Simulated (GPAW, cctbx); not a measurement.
# Reading charge transfer from structure factors

(SnTe)2(SnSe)2, P4/nmm (no. 129, origin choice 1), a = 4.4030 Å, b = 4.4030 Å, c = 12.4716 Å, α = 90.00°, β = 90.00°, γ = 90.00°.

```
atom  mult.    x    y       z
 Te1      2    0  1/2  0.8746
 Sn1      2  1/2    0  0.8658
 Sn2      2  1/2    0  0.3830
 Se1      2    0  1/2  0.3766
```

The cell is a (SnTe)2(SnSe)2 superlattice along [001] of the rock-salt type, started at the mean lattice constant and relaxed freely, with no substrate.

Absolute values of the static structure factors of the conventional cell from DFT (PBE, GPAW) against free spherical atoms, in electrons:

| hkl | d (Å) | free atoms | crystal |
| --- | --- | --- | --- |
| 001 | 12.472 | 16.87 | 16.88 |
| 002 | 6.236 | 0.70 | 0.71 |
| 003 | 4.157 | 45.34 | 45.32 |
| 101 | 4.152 | 16.79 | 16.70 |
| 102 | 3.597 | 24.37 | 23.83 |
| 004 | 3.118 | 312.49 | 312.78 |
| 110 | 3.113 | 316.44 | 316.70 |
| 103 | 3.023 | 39.69 | 39.54 |
| 111 | 3.021 | 14.66 | 14.59 |
| 112 | 2.785 | 0.63 | 0.62 |

**Question.** Which way does charge move, and which reflections show it best?

Project each element's phase sum on the total phase. |F| rises if density moves to atoms that scatter in phase and falls if it moves to atoms that scatter against it; the rule is for low angles, since changes of shape take over beyond. Where all elements are in phase the terms compete, and the compactness of the donor's and the acceptor's density matters too.

| hkl | Te in phase | Sn in phase | Se in phase | change (e) | (%) |
| --- | --- | --- | --- | --- | --- |
| 001 | +1.4 | -0.2 | -1.4 | +0.01 | 0.0 |
| 002 | 0.0 | 0.0 | 0.0 | +0.01 | +0.9 |
| 003 | +1.4 | +0.5 | -1.4 | -0.02 | 0.0 |
| 101 | +1.4 | -0.2 | -1.4 | -0.09 | -0.5 |
| 102 | -2.0 | +4.0 | -2.0 | -0.54 | -2.2 |
| 004 | +2.0 | +3.9 | +2.0 | +0.29 | +0.1 |
| 110 | +2.0 | +4.0 | +2.0 | +0.26 | +0.1 |
| 103 | +1.4 | +0.5 | -1.5 | -0.15 | -0.4 |

Low-angle reflections that set elements apart and change by more than 0.05 e: 101, 102 and 103 (001, 002 and 003 hardly move and tell little). The signs fit a gain of density on Te and Se and a loss on Sn. The best witness is 102, -2.2 %, where Se enters with -2.0. The real-space density agrees: Voronoi charges Te -0.16, Sn +0.21, Se -0.26 e. The shortest bond, Sn–Se, has Δρ = +0.03 e/Å³ at its midpoint.

[Outputs are excerpts: Python notices, other lines and further rows are left out; steps that failed or that the build refused (PBEsol, TPSS) are not shown.]

[Logs are printed without paths, hosts, clocks, repeated set-up lines and the standing remarks that a program may print on its own settings, such as how far it seeks lower states.]
